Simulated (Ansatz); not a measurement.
**Y2COS MXene monolayer in a perpendicular field**

What dipole does a perpendicular field induce in the Y2COS MXene monolayer? A positive field points along +c.

Calculated with Ansatz 0.2.0; plane-wave DFT, PBEsol-D3(BJ), Ansatz PAW, in the first sound run; inputs show where later runs differ.

### 1. Starting point

The cell holds 5 atoms: 1 S, 2 Y, 1 C and 1 O. Its edges and angles: a = 3.478 Å, b = 3.478 Å, c = 42.797 Å, α = 90.0°, β = 90.0°, γ = 120.0°. Vacuum lies along c.

### 2. Relaxing the slab

The starting cell is a guess, so the in-plane lattice and the atoms are relaxed first, with the slab cut off from its images along the normal.

File input.yaml:

```yaml
crystal:
  lattice:
    - [3.47776, 0.0, 0.0]
    - [-1.73888, 3.0118285083, 0.0]
    - [0.0, 0.0, 42.7972203109]
  atoms:
    - { symbol: S, position: [0.3333333333, 0.6666666667, 0.4311027648] }
    - { symbol: "Y", position: [0.6666666667, 0.3333333333, 0.4753503205] }
    - { symbol: C, position: [0.0, 0.0, 0.5074138852] }
    - { symbol: "Y", position: [0.3333333333, 0.6666666667, 0.5394774499] }
    - { symbol: O, position: [0.6666666667, 0.3333333333, 0.5688972352] }
  periodic: [true, true, false]
kpoints:
  mp_grid: { grid: [12, 12, 1] }
hamiltonian:
  xc: pbesol
  dispersion: d3bj
scf:
  occupations: { method: fermi_dirac, width: 0.05 }
  convergence: { dr2_threshold: 1.0e-09 }
relax:
  f_tol: 0.004
  max_steps: 90
  cell: {}
output:
  write_potential: true
  write_density: true
  volumetric_format: npy
```

Command:

```bash
ansatz run input.yaml --threads 4 --pin off --max-ram 6144MiB --backend cpu --events-out ev --progress --plain --runs-dir out
```

Planned after this: atoms held, field 0, start network; atoms held, field 0.1 V/Å; atoms held, field -0.1 V/Å; atoms held, field 0.5 V/Å; single point, field -0.3 V/Å; response, atoms held; same geometry, cutoff 420 eV, functional LDA; same geometry, cutoff 420 eV, functional LDA (run 2); response at this level; same geometry, cutoff 420 eV, functional PBE; same geometry, cutoff 420 eV, functional PBE (run 2); same geometry, cutoff 500 eV, functional r2SCAN; same geometry, cutoff 500 eV, functional r2SCAN (run 2); same geometry, cutoff 420 eV, functional HSE06; same geometry, cutoff 420 eV, functional HSE06 (run 2); the series together; varying the input; varying the input: scf.lower_state_search = "standard" and basis.xc_grid = 1. Settings of the main run: cutoff 420 eV, 18×18×1 k-mesh, smearing width 0.05 eV, 1 layers, stack Y2COS MXene monolayer, PAW set soft 2.

Q: Predict the step between the vacuum levels; and equivalent conductor thickness, atoms held.

The induced dipole equals that of a perfect conductor 6.88 Å thick, while the outer atoms lie 5.44 Å apart. The two faces differ: the vacuum level above lies 1.42 eV lower than the one below. There is no gap over 0.03 eV, with or without the field.

| Quantity | Value |
| --- | --- |
| gap without field | none |
| work function, upper face | 5.34 eV |
| step between the vacuum levels | -1.42 eV |
| equivalent conductor thickness, atoms held | 6.88 Å |
| equivalent conductor thickness, LDA | 6.90 Å |
| equivalent conductor thickness, PBE | 6.90 Å |
| equivalent conductor thickness, r2SCAN | 6.83 Å |
| equivalent conductor thickness, HSE06 | 6.80 Å |

The main runs have no spin polarisation; a magnetic state could lie lower and would change these results. Spin-orbit coupling is left out. The MXene's terminations sit over the metal atoms of its far layer; the site over carbon or nitrogen, which some compounds prefer, was not run. With this functional, D3(BJ) tends to leave the relaxed cell short of measured lattice constants, by some per cent.

[Logs are printed without paths, hosts, clocks, repeated set-up lines and the standing remarks that a program may print on its own settings, such as how far it seeks lower states.]

[Hosts, paths, dates, database ids (printed as entryN), source tags and the programs' standing remarks are cut or masked in the printed files.]

[Maps of the electrostatic potential energy from Ansatz leave out the sawtooth potential of an applied field or a dipole correction, so their vacuum need not be flat; planar profiles and work functions include it.]
